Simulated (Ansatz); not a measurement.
# A hypothetical structure for Zn5Pb

Starting from a made-up structure for Zn5Pb, the aim is the relaxed cell, its shortest contacts and, where a second run follows, its electronic structure.

Main program and level: Ansatz 0.2.0; DFT, PBEsol, plane-wave PAW, files of the set soft_1, scalar-relativistic, no spin, cell and ions relaxed at zero pressure; PAW set soft_1.

## (1) The structure

Symmetry: P-6m2, No. 187, hexagonal system. Conventional cell: a = 3.118 Å, b = 3.118 Å, c = 14.781 Å, α = 90.00°, β = 90.00°, γ = 120.00°. Pb has 6 Zn at 2.84 Å and 6 Pb at 3.12 Å nearest. Nearest to Zn lie 3 Pb at 2.84 Å and 9 Zn at 3.12 to 3.17 Å. Zn has 12 Zn at 3.12 to 3.17 Å nearest. Zn has 12 Zn at 3.12 to 3.15 Å nearest. Farther neighbours are not listed.

## (2) Relaxing cell and atoms

The guess takes its coordinates from another compound and its volume from a rule, so the cell and any free coordinates are relaxed together.

Input file input.yaml:

```yaml
crystal:
  lattice:
    - [3.118, 0.0, 0.0]
    - [-1.559, 2.700267209, 0.0]
    - [0.0, 0.0, 14.781]
  atoms:
    - { symbol: Pb, position: [0.0, 0.0, 0.0] }
    - { symbol: Zn, position: [0.666666667, 0.333333333, 0.1486] }
    - { symbol: Zn, position: [0.0, 0.0, 0.3248] }
    - { symbol: Zn, position: [0.666666667, 0.333333333, 0.5] }
    - { symbol: Zn, position: [0.0, 0.0, 0.6752] }
    - { symbol: Zn, position: [0.666666667, 0.333333333, 0.8514] }
kpoints:
  mp_grid: { grid: [10, 10, 2] }
scf:
  occupations: { method: fermi_dirac, width: 0.05 }
hamiltonian:
  xc: pbesol
  pseudopotentials: { kind: paw, azcp: { folder: soft_1 }, xc_functional: pbe }
relax:
  f_tol: 0.015
  max_steps: 70
  cell: {}
output:
  forces: true
  stress: true
```

Command:

```sh
$ ansatz run input.yaml --threads 4 --pin off --max-ram 10240MiB --backend cpu --events-out ev --progress --plain --runs-dir out
```

Numbers of over 12 decimals in the logs are rounded to 6 here.

Output:

```text
Engine: ansatz 0.2.0, aarch64-unknown-linux-gnu
Pseudopotentials: kind: paw
Pseudopotential: Pb, paw, valence charge 14, recommended cutoff 420 eV (normal), soft_1/Pb.paw.azcp
Pseudopotential: Zn, paw, valence charge 12, recommended cutoff 420 eV (normal), soft_1/Zn.paw.azcp
Functional definition: PBEsol
  exchange = pbesol_x
  correlation = pbesol_c
Crystal: 6 atoms, lattice volume = 124.448 Å³
Basis set: ecut = 420 eV, 2425 PW (Γ), exchange–correlation on 48×48×200 points (8 copies of the dense FFT grid, shifted against one another)
Bands: 45, of which v1, the nominal top of the filled ones, is band 37 counted from 1 (36 counted from 0)
Symmetry: 12 space group operations
Space group: P-6m2 (ITA 187), of the structure as read, at distance tolerance 5.0e-5 Å
k-points: 28 of 200 (time reversal used)
Non-local potential: Pb, projectors of the file, l = 0: 2, l = 1: 2, l = 2: 2, l = 3: 1
Non-local potential: Zn, projectors of the file, l = 0: 2, l = 1: 2, l = 2: 3, l = 3: 1
PAW form: soft (Blöchl's): semilocal exchange-correlation on the pseudo side does not see the compensation charge
PAW frozen core: Pb, regenerated for the run's functional, and the local potential with it (the file was generated under x = pbe(κ = 0.804, μ = 0.219515), c = pbe(β = 0.066725))
PAW frozen core: Zn, regenerated for the run's functional, and the local potential with it (the file was generated under x = pbe(κ = 0.804, μ = 0.219515), c = pbe(β = 0.066725))
PAW one-centre angular grid: Pb, 590 points (default); XC on 64 Gauss nodes
PAW one-centre angular grid: Zn, 590 points (default); XC on 64 Gauss nodes
Initial density: superposition of atomic densities (chi_scale 0.1, normalization cell, long waves of neutral atoms (reshape's long-wave potential 4.04 eV rms, cloud 2.68 Å wide))
Initial wavefunctions: pseudopotential atomic-orbital guess
Functional: x = pbesol(κ = 0.804, μ = 0.123457), c = pbesol(β = 0.046)
SCF iter   1: F=—  HF=-28159.869710 eV  |F-HF|=—  |Δ(HF+E_count)|=         —  Δρ=3.15e-2  dr2=9.61e0  ethr=3.10e-3  ⟨swp⟩=10.2  Hψ=6433  notcnv=0  defer=4
preconditioner: auto → Kerker (q_TF=auto, 2.502 Å⁻¹)  [metal: Δε(μ)=0.025 eV  Ē_g=11.033 eV  σ=0.050 eV  W_gap=0.12  n_scr=40 (ndim 8)  ℏωp=28.6 eV  f_vac=0.000  D(μ)=1.80/eV (n_scr^D=6)]
SCF iter   2: F=—  HF=-28159.114862 eV  |F-HF|=—  |Δ(HF+E_count)|=   7.55e-1  Δρ=1.84e-2  dr2=4.35e0  ethr=3.10e-3  ⟨swp⟩=2.9  Hψ=2806  notcnv=0  defer=45
SCF iter   3: F=—  HF=-28158.672199 eV  |F-HF|=—  |Δ(HF+E_count)|=   4.43e-1  Δρ=4.80e-3  dr2=6.75e-2  ethr=3.10e-3  ⟨swp⟩=3.4  Hψ=1997  notcnv=0  defer=45
SCF iter   4: F=—  HF=-28158.672751 eV  |F-HF|=—  |Δ(HF+E_count)|=   5.53e-4  Δρ=5.03e-3  dr2=2.81e-2  ethr=9.12e-5  ⟨swp⟩=2.7  Hψ=2187  notcnv=0  defer=51
SCF iter   5: F=—  HF=-28158.664110 eV  |F-HF|=—  |Δ(HF+E_count)|=   8.64e-3  Δρ=1.11e-3  dr2=5.40e-3  ethr=3.80e-5  ⟨swp⟩=2.4  Hψ=2116  notcnv=0  defer=48
SCF iter   6: F=—  HF=-28158.663987 eV  |F-HF|=—  |Δ(HF+E_count)|=   1.23e-4  Δρ=3.89e-4  dr2=5.01e-4  ethr=7.30e-6  ⟨swp⟩=1.9  Hψ=1842  notcnv=0  defer=48
SCF iter   7: F=—  HF=-28158.663957 eV  |F-HF|=—  |Δ(HF+E_count)|=   3.04e-5  Δρ=3.28e-4  dr2=1.05e-4  ethr=6.77e-7  ⟨swp⟩=2.0  Hψ=2024  notcnv=0  defer=48
SCF iter   8: F=—  HF=-28158.663920 eV  |F-HF|=—  |Δ(HF+E_count)|=   3.64e-5  Δρ=7.12e-5  dr2=3.28e-5  ethr=1.41e-7  ⟨swp⟩=2.0  Hψ=1780  notcnv=0  defer=48
SCF iter   9: F=—  HF=-28158.663925 eV  |F-HF|=—  |Δ(HF+E_count)|=   4.13e-6  Δρ=2.64e-5  dr2=5.72e-6  ethr=4.43e-8  ⟨swp⟩=1.4  Hψ=1289  notcnv=0  defer=48
SCF iter  10: F=—  HF=-28158.663924 eV  |F-HF|=—  |Δ(HF+E_count)|=   5.66e-7  Δρ=1.22e-5  dr2=5.21e-7  ethr=7.74e-9  ⟨swp⟩=1.6  Hψ=1247  notcnv=0  defer=48
SCF iter  11: F=-28158.663924 eV  HF=-28158.663924 eV  |F-HF|=1.26e-7  |Δ(HF+E_count)|=   3.58e-8  Δρ=1.10e-5  dr2=8.35e-8  ethr=1.35e-10  ⟨swp⟩=4.9  Hψ=4570  notcnv=0
SCF 1 converged in 11 iterations: F = -28158.663924 eV  dr2 = 8.35e-8
  greatest PAW one-centre occupation: 0.983 electrons in one spin orbital (limit 2), on the Zn atom at site 3 (counted from 0), in its partial waves of l = 2
relax step   1: F+E_penalty+E_count = -28158.66392381 eV  Δ(F+E_penalty+E_count) = +0.000e0 eV  max|allowed force component| = 1.560e0 eV/Å  Δτ_max = 0.0000 Å  P = -1.798 GPa  Ω = 124.448 Å³  (11 SCF iters, dr2 threshold 1.00e-7 eV, accepted)
Crystal: 6 atoms, lattice volume = 121.147 Å³
Basis set: ecut = 420 eV, 2353 PW (Γ), exchange–correlation on 48×48×200 points (8 copies of the dense FFT grid, shifted against one another)
Initial density: handed on by an earlier stage of this run
Initial wavefunctions: those handed on with the density
iter 1 solved again at ethr=2.66e-3 eV; its pass at ethr=3.10e-3 eV (dr2=1.97e0 eV) is discarded
SCF iter   1: F=—  HF=-28159.380902 eV  |F-HF|=—  |Δ(HF+E_count)|=         —  Δρ=8.43e-3  dr2=1.93e0  ethr=2.66e-3  ⟨swp⟩=1.3  Hψ=7714  notcnv=0
preconditioner: auto → Kerker (q_TF=auto, 2.513 Å⁻¹)  [metal: Δε(μ)=0.015 eV  Ē_g=11.370 eV  σ=0.050 eV  W_gap=0.08  n_scr=40 (ndim 8)  ℏωp=29.0 eV  f_vac=0.000  D(μ)=1.53/eV (n_scr^D=6)]
SCF iter   2: F=—  HF=-28159.327009 eV  |F-HF|=—  |Δ(HF+E_count)|=   5.39e-2  Δρ=5.17e-3  dr2=9.55e-1  ethr=2.60e-3  ⟨swp⟩=1.0  Hψ=1260  notcnv=0
SCF iter   3: F=—  HF=-28159.287115 eV  |F-HF|=—  |Δ(HF+E_count)|=   3.99e-2  Δρ=4.64e-3  dr2=1.69e-2  ethr=1.29e-3  ⟨swp⟩=2.5  Hψ=1579  notcnv=0  defer=14
SCF iter   4: F=—  HF=-28159.278327 eV  |F-HF|=—  |Δ(HF+E_count)|=   8.79e-3  Δρ=1.37e-3  dr2=2.30e-3  ethr=2.29e-5  ⟨swp⟩=2.2  Hψ=2384  notcnv=0  defer=44
SCF iter   5: F=—  HF=-28159.278167 eV  |F-HF|=—  |Δ(HF+E_count)|=   1.60e-4  Δρ=3.26e-4  dr2=1.79e-4  ethr=3.11e-6  ⟨swp⟩=2.1  Hψ=1873  notcnv=0  defer=44
SCF iter   6: F=—  HF=-28159.278174 eV  |F-HF|=—  |Δ(HF+E_count)|=   6.74e-6  Δρ=1.45e-4  dr2=3.64e-5  ethr=2.42e-7  ⟨swp⟩=2.1  Hψ=2115  notcnv=0  defer=44
SCF iter   7: F=—  HF=-28159.278171 eV  |F-HF|=—  |Δ(HF+E_count)|=   2.71e-6  Δρ=6.74e-5  dr2=4.85e-6  ethr=4.91e-8  ⟨swp⟩=2.0  Hψ=1758  notcnv=0  defer=44
SCF iter   8: F=—  HF=-28159.278172 eV  |F-HF|=—  |Δ(HF+E_count)|=   9.37e-7  Δρ=8.07e-5  dr2=5.30e-6  ethr=6.55e-9  ⟨swp⟩=2.0  Hψ=2087  notcnv=0  defer=44
SCF iter   9: F=-28159.278169 eV  HF=-28159.278170 eV  |F-HF|=2.55e-7  |Δ(HF+E_count)|=   2.18e-6  Δρ=1.14e-5  dr2=3.42e-7  ethr=8.11e-10  ⟨swp⟩=3.3  Hψ=5327  notcnv=0
SCF 2 converged in 9 iterations: F = -28159.278169 eV  dr2 = 3.42e-7
  greatest PAW one-centre occupation: 0.983 electrons in one spin orbital (limit 2), on the Zn atom at site 2 (counted from 0), in its partial waves of l = 2
[...]
SCF iter   6: F=—  HF=-28159.832140 eV  |F-HF|=—  |Δ(HF+E_count)|=   3.07e-4  Δρ=3.62e-4  dr2=7.37e-4  ethr=8.61e-6  ⟨swp⟩=1.1  Hψ=1218  notcnv=0  defer=45
SCF iter   7: F=—  HF=-28159.832063 eV  |F-HF|=—  |Δ(HF+E_count)|=   7.70e-5  Δρ=2.16e-4  dr2=1.48e-4  ethr=9.96e-7  ⟨swp⟩=2.2  Hψ=1782  notcnv=0  defer=45
SCF iter   8: F=—  HF=-28159.832047 eV  |F-HF|=—  |Δ(HF+E_count)|=   1.61e-5  Δρ=1.04e-4  dr2=4.70e-5  ethr=2.00e-7  ⟨swp⟩=2.7  Hψ=2024  notcnv=0  defer=45
SCF iter   9: F=—  HF=-28159.832040 eV  |F-HF|=—  |Δ(HF+E_count)|=   7.53e-6  Δρ=2.21e-5  dr2=2.45e-6  ethr=6.35e-8  ⟨swp⟩=1.9  Hψ=1333  notcnv=0  defer=45
SCF iter  10: F=-28159.832039 eV  HF=-28159.832039 eV  |F-HF|=5.83e-8  |Δ(HF+E_count)|=   1.33e-7  Δρ=9.92e-6  dr2=1.23e-7  ethr=8.11e-10  ⟨swp⟩=5.0  Hψ=5299  notcnv=0
SCF 3 converged in 10 iterations: F = -28159.832039 eV  dr2 = 1.23e-7
  greatest PAW one-centre occupation: 0.982 electrons in one spin orbital (limit 2), on the Zn atom at site 5 (counted from 0), in its partial waves of l = 2
relax step   3: F+E_penalty+E_count = -28159.83203935 eV  Δ(F+E_penalty+E_count) = -5.539e-1 eV  max|allowed force component| = 7.914e-1 eV/Å  Δτ_max = 0.1948 Å  P = -1.944 GPa  Ω = 113.322 Å³  energy of the carried Pulay correction = +6.143e-3 eV  (10 SCF iters, dr2 threshold 6.00e-7 eV, accepted)
[...]
relax step   4: F+E_penalty+E_count = -28160.23498788 eV  Δ(F+E_penalty+E_count) = -4.029e-1 eV  max|allowed force component| = 5.339e-1 eV/Å  Δτ_max = 0.2000 Å  P = -1.509 GPa  Ω = 109.680 Å³  energy of the carried Pulay correction = +8.377e-3 eV  (11 SCF iters, dr2 threshold 6.00e-7 eV, accepted)
[...]
relax step   5: F+E_penalty+E_count = -28160.43479096 eV  Δ(F+E_penalty+E_count) = -1.998e-1 eV  max|allowed force component| = 1.749e-1 eV/Å  Δτ_max = 0.1948 Å  P = +1.168 GPa  Ω = 104.797 Å³  energy of the carried Pulay correction = +1.157e-2 eV  (10 SCF iters, dr2 threshold 6.00e-7 eV, accepted)
[...]
relax step   6: F+E_penalty+E_count = -28160.44784272 eV  Δ(F+E_penalty+E_count) = -1.305e-2 eV  max|allowed force component| = 3.228e-2 eV/Å  Δτ_max = 0.0660 Å  P = -0.101 GPa  Ω = 107.211 Å³  energy of the carried Pulay correction = +9.963e-3 eV  (7 SCF iters, dr2 threshold 6.00e-7 eV, accepted)
[...]
relax step   7: F+E_penalty+E_count = -28160.44898429 eV  Δ(F+E_penalty+E_count) = -1.142e-3 eV  max|allowed force component| = 1.006e-3 eV/Å  Δτ_max = 0.0146 Å  P = -0.003 GPa  Ω = 106.921 Å³  energy of the carried Pulay correction = +1.015e-2 eV  (6 SCF iters, dr2 threshold 9.52e-8 eV, accepted)
[...]
relax step   8: F+E_penalty+E_count = -28160.44145395 eV  Δ(F+E_penalty+E_count) = +7.530e-3 eV  max|allowed force component| = 1.007e-3 eV/Å  Δτ_max = 0.0000 Å  P = -0.043 GPa  Ω = 106.921 Å³  stress off target by 8.66e-2 GPa  SCF on the basis re-selected at this cell (its energy is not comparable with the rows above)  (9 SCF iters)
[...]
relax step   9: F+E_penalty+E_count = -28160.44152089 eV  Δ(F+E_penalty+E_count) = -6.694e-5 eV  max|allowed force component| = 1.597e-3 eV/Å  Δτ_max = 0.0005 Å  P = +0.005 GPa  Ω = 106.843 Å³  energy of the carried Pulay correction = +4.417e-5 eV  (6 SCF iters, dr2 threshold 1.88e-8 eV, accepted)
iter 1 solved again at ethr=8.92e-8 eV; its pass at ethr=3.10e-3 eV (dr2=6.60e-5 eV) is discarded
SCF iter   1: F=—  HF=-28160.441494 eV  |F-HF|=—  |Δ(HF+E_count)|=         —  Δρ=2.90e-6  dr2=5.37e-9  ethr=8.92e-8  ⟨swp⟩=3.5  Hψ=10381  notcnv=0
eigensolver tolerance schedule: the retry pair's looser diagonalisation over-reported the residual by 12306.82 of it (diagonalisation noise at 0.55 of the residual, at the tolerance the schedule requests for it); recorded, not acted on — ethr = c·dr2/N_el stays at c = 1.0e-1
SCF iter   2: F=—  HF=-28160.441498 eV  |F-HF|=—  |Δ(HF+E_count)|=   3.93e-6  Δρ=2.12e-6  dr2=3.16e-9  ethr=7.25e-12  ⟨swp⟩=3.1  Hψ=2934  notcnv=0
SCF iter   3: F=—  HF=-28160.441498 eV  |F-HF|=—  |Δ(HF+E_count)|=  9.46e-11  Δρ=2.02e-6  dr2=2.56e-9  ethr=4.27e-12  ⟨swp⟩=2.0  Hψ=2128  notcnv=0
SCF iter   4: F=—  HF=-28160.441498 eV  |F-HF|=—  |Δ(HF+E_count)|=  6.69e-10  Δρ=5.70e-7  dr2=4.50e-10  ethr=3.46e-12  ⟨swp⟩=2.0  Hψ=1966  notcnv=0
SCF iter   5: F=—  HF=-28160.441498 eV  |F-HF|=—  |Δ(HF+E_count)|=  5.82e-11  Δρ=1.22e-7  dr2=1.25e-10  ethr=1.00e-12  ⟨swp⟩=2.0  Hψ=2043  notcnv=0
SCF iter   6: F=-28160.441498 eV  HF=-28160.441498 eV  |F-HF|=1.82e-11  |Δ(HF+E_count)|=  1.46e-11  Δρ=1.59e-7  dr2=2.39e-11  ethr=1.00e-12  ⟨swp⟩=4.0  Hψ=4317  notcnv=0
SCF 10 converged in 6 iterations: F = -28160.441498 eV  dr2 = 2.39e-11
relax step  10: F+E_penalty+E_count = -28160.44149765 eV  Δ(F+E_penalty+E_count) = +2.324e-5 eV  max|allowed force component| = 1.606e-3 eV/Å  Δτ_max = 0.0000 Å  P = +0.005 GPa  Ω = 106.843 Å³  stress off target by 1.57e-2 GPa  SCF on the basis re-selected at this cell (its energy is not comparable with the rows above)  (6 SCF iters)
basis re-selected at this cell: Δ(F+E_penalty+E_count) = +2.324e-5 eV, ΔP = +0.000 GPa vs the last step (what re-selecting the basis moved, of the pressure what is left beyond the Pulay correction that the steps carried, after the strain that the cell walked since its last selection, with what the two solves' SCF thresholds leave and, on support functions, any second-order correction that the steps lacked; it is no m [...]
SCF converged after 6 iterations
Free energy (F): -28160.441498 eV
Harris-Foulkes:  -28160.441498 eV  (|F-HF|=1.82e-11)
Internal energy: -28160.428387 eV  (E = F + TS)
E sigma→0 (E₀):  -28160.434943 eV
Entropy (-TS):   -0.013110 eV (-2.185 meV/atom)
Fermi energy:    10.884480 eV
--- Per-component energies (eV) ---
  E_band       = 196.348161
  E_kinetic    = 1031.779911
  E_local      = -10451.540738  (includes V_loc(G=0)·N_el)
  E_nonlocal   = 4399.427559
  E_hartree    = 3982.970660
  E_xc         = -593.920440
  E_vxc        = -396.093139  (∫ρ·V_xc dr)
  E_paw        = -19533.679819  (= ΣΔE_a)
  E_vpaw       = -2353.165054  (= ΣTr[D̂ρ^β])
  E_aug_tail   = -0.001306  (compensation charges beyond the density's cutoff)
  E_ewald      = -6999.513164
  E_core_change = 4.048949  (= ΣΔE_core)
  E_smearing   = -0.013110  (= −TS)
  E_closure    = -0.000000  (closes the sum)
  Σ components = -28160.441498   (vs F -28160.441498, Δ=0.00e0)
--- Forces (eV/Å), atoms counted from 1 ---
  atom   1  Pb     0.00000000     0.00000000    -0.00000000
  atom   2  Zn    -0.00000000     0.00000000    -0.00160622
  atom   3  Zn     0.00000000    -0.00000000    -0.00105440
  atom   4  Zn     0.00000000     0.00000000    -0.00000000
  atom   5  Zn     0.00000000    -0.00000000     0.00105440
  atom   6  Zn    -0.00000000     0.00000000     0.00160622
  max |Σ_I F_I| component: 1.20e-16 eV/Å
--- Stress (GPa, compression-positive) ---
        0.015231      -0.000000       0.000000
        0.000000       0.015231      -0.000000
        0.000000      -0.000000      -0.015714
  P = ⅓ Tr σ = 0.0049 GPa (0.049 kbar)
--- Relaxed structure (8 steps of the walk, 8 accepted, 2 SCFs on fresh bases) ---
  F+E_penalty+E_count = -28160.44149765 eV   max|allowed force component| = 1.606e-3 eV/Å   (the final SCF, on the basis selected at the relaxed cell)
  cell:  # Å, volume = 106.8434 Å³
    - [3.062600, -3.075299781248297e-18, 7.378267424502894e-18]
    - [-1.531300, 2.652290, -3.6891337122514426e-18]
    - [3.4976963053744353e-17, 0, 13.153357]
  atoms:
    - { symbol: Pb, position: [-2.7755575615628914e-17, 1.8503717085702404e-17, -1.251858269202756e-18] }
    - { symbol: Zn, position: [0.666667, 0.333333, 0.204917] }
    - { symbol: Zn, position: [-3.0215640808064544e-17, 1.8503717085702407e-17, 0.352845] }
    - { symbol: Zn, position: [0.666667, 0.333333, 0.5] }
    - { symbol: Zn, position: [-2.5295510423193295e-17, 1.850371708570241e-17, 0.647155] }
    - { symbol: Zn, position: [0.666667, 0.333333, 0.795083] }
```

Wall time 40 s (4 threads of Arm Neoverse V1, shared host); peak memory 0.55 GiB.

The steps of the relaxation:

```
step  energy less that of the first step (eV)  largest force component (eV/Å)  pressure (GPa)  volume (Å³)
   1                                   0.0000                          1.5603           -1.80       124.45
   2                                  -0.6142                          1.1928           -3.17       121.15
   3                                  -1.1681                          0.7914           -1.94       113.32
   4                                  -1.5711                          0.5339           -1.51       109.68
   5                                  -1.7709                          0.1749            1.17       104.80
   6                                  -1.7839                          0.0323           -0.10       107.21
   7                                  -1.7851                          0.0010            0.00       106.92
  8*                                  -1.7775                          0.0010           -0.04       106.92
   9                                  -1.7776                          0.0016            0.00       106.84
 10*                                  -1.7776                          0.0016            0.00       106.84
```

Relaxation steps marked * repeat the geometry before them on a plane-wave basis chosen anew for their cell, so energy and pressure can jump there.

The run keeps the 12 symmetry operations that it works with, so distortions that break them were not tested.

```
conventional cell, symmetrised  before   after   change
                         a (Å)   3.118   3.063   -1.8 %
                         b (Å)   3.118   3.063   -1.8 %
                         c (Å)  14.781  13.153  -11.0 %
              volume (Å³/atom)   20.74   17.81  -14.1 %
```

The atoms that moved most (Å, as changes of fractional coordinates times the final cell):

```
atom     dx     dy      dz  length
 Zn6  0.000  0.000  -0.741   0.741
 Zn2  0.000  0.000   0.741   0.741
 Zn5  0.000  0.000  -0.369   0.369
 Zn3  0.000  0.000   0.369   0.369
```

Final coordinates:

```xyz
6
Lattice="3.0626 0.0000 0.0000 -1.5313 2.6523 0.0000 0.0000 0.0000 13.1534" Properties=species:S:1:pos:R:3 pbc="T T T"
Pb    0.0000    0.0000    0.0000
Zn    1.5313    0.8841    2.6954
Zn    0.0000    0.0000    4.6411
Zn    1.5313    0.8841    6.5767
Zn    0.0000    0.0000    8.5123
Zn    1.5313    0.8841   10.4580
```

This step gave:

```
free energy             : -28160.4415 eV
energy at zero smearing : -28160.4349 eV
smearing term TS        : 0.01311 eV
Fermi energy            : 10.88 eV
electrons               : 74
symmetry operations     : 12
pressure                : 0.004916 GPa
```

Shortest distances by pair of elements, guess and relaxed (not always the same contact):

```
 pair  guess (Å)  relaxed (Å)
Zn–Zn      3.118        2.622
Pb–Pb      3.118        3.063
Pb–Zn      2.840        3.224
```

The relaxation ends with a largest force component of 0.0016 eV/Å and a pressure of 0.00 GPa.

## (3) What came out

```yaml
space_group_relaxed: P-6m2
conventional_cell: a = 3.063, b = 3.063, c = 13.153 Å; α = 90.0°, β = 90.0°, γ = 120.0°
volume_per_atom: 17.81 Å³ (guess 20.74)
```

In words: Zn5Pb relaxes to P-6m2 with a = 3.063, b = 3.063 and c = 13.153 Å. The guessed volume was 16 % too large. The space group P-6m2 was held in the relaxation, so the end point is a stationary structure within it and may be a saddle against distortions or other arrangements. Mesh and cutoff weren't tested. A vector of the cell changed its length by 11 %, more than the volume shows. Spin-orbit coupling is left out, which can matter for elements this heavy. No dispersion term is used, so weakly bound directions may come out too long. Nothing here tests whether the compound is stable against decomposition.

[Logs are printed without paths, hosts, clocks, repeated set-up lines and the standing remarks that a program may print on its own settings, such as how far it seeks lower states.]

[Hosts, paths, dates, database ids (printed as entryN), source tags and the programs' standing remarks are cut or masked in the printed files.]
